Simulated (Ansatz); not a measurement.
An input for Ansatz 0.2.0 (CaHBr (layers cut from the bulk crystal)):

```yaml
crystal:
  lattice:
    - [3.7301671325, 0.0, 0.0]
    - [0.0, 3.7301671325, 0.0]
    - [0.0, 0.0, 45.7]
  atoms:
    - { symbol: Br, position: [0.0, 0.5, 0.4426215587] }
    - { symbol: Ca, position: [0.5, 0.0, 0.4720515848] }
    - { symbol: H, position: [0.5, 0.5, 0.5] }
    - { symbol: H, position: [0.0, 0.0, 0.5] }
    - { symbol: Ca, position: [0.0, 0.5, 0.5279484152] }
    - { symbol: Br, position: [0.5, 0.0, 0.5573784413] }
  periodic: [true, true, false]
kpoints:
  mp_grid: { grid: [4, 4, 1] }
hamiltonian:
  xc: pbesol
scf:
  occupations: { method: fixed }
gw:
  n_empty_bands: 351
  ecut_chi: 39.0
  qp_bands: [v2, c2]
  qp_kpoints: band_edges
  screening: { model: contour_deformation }
```

```sh
ansatz run input.yaml --threads 8 --pin off --max-ram 17510MiB --backend cpu --events-out ev --progress --plain --runs-dir out
```

Estimate wall time and host memory on 8 threads of Arm Neoverse V2, shared host.

It took 38 s; on shared hardware allow 19 s to 76 s. Peak host memory was 4.7 GiB. The sizes that set the cost: 12409 plane waves a state, 6 irreducible k points, 369 bands summed, 327 plane waves in the screening and 7 SCF cycles.

The screening grows as filled bands × empty bands × pairs of k points, times the square of the screening basis for the matrix.

[Paths, hosts, dates, memory and timing lines, banners, echoed tables and standing remarks are left out of the program output.]

[Logs are printed without paths, hosts, clocks, repeated set-up lines and the standing remarks that a program may print on its own settings, such as how far it seeks lower states.]

[Runs of the session that timed out or met a known fault of the program may be left out.]

[Cells called generated may have been cut or substituted from an entry of the Crystallography Open Database or the Materials Project.]

[Hosts, paths, dates, database ids (printed as entryN), source tags and the programs' standing remarks are cut or masked in the printed files.]
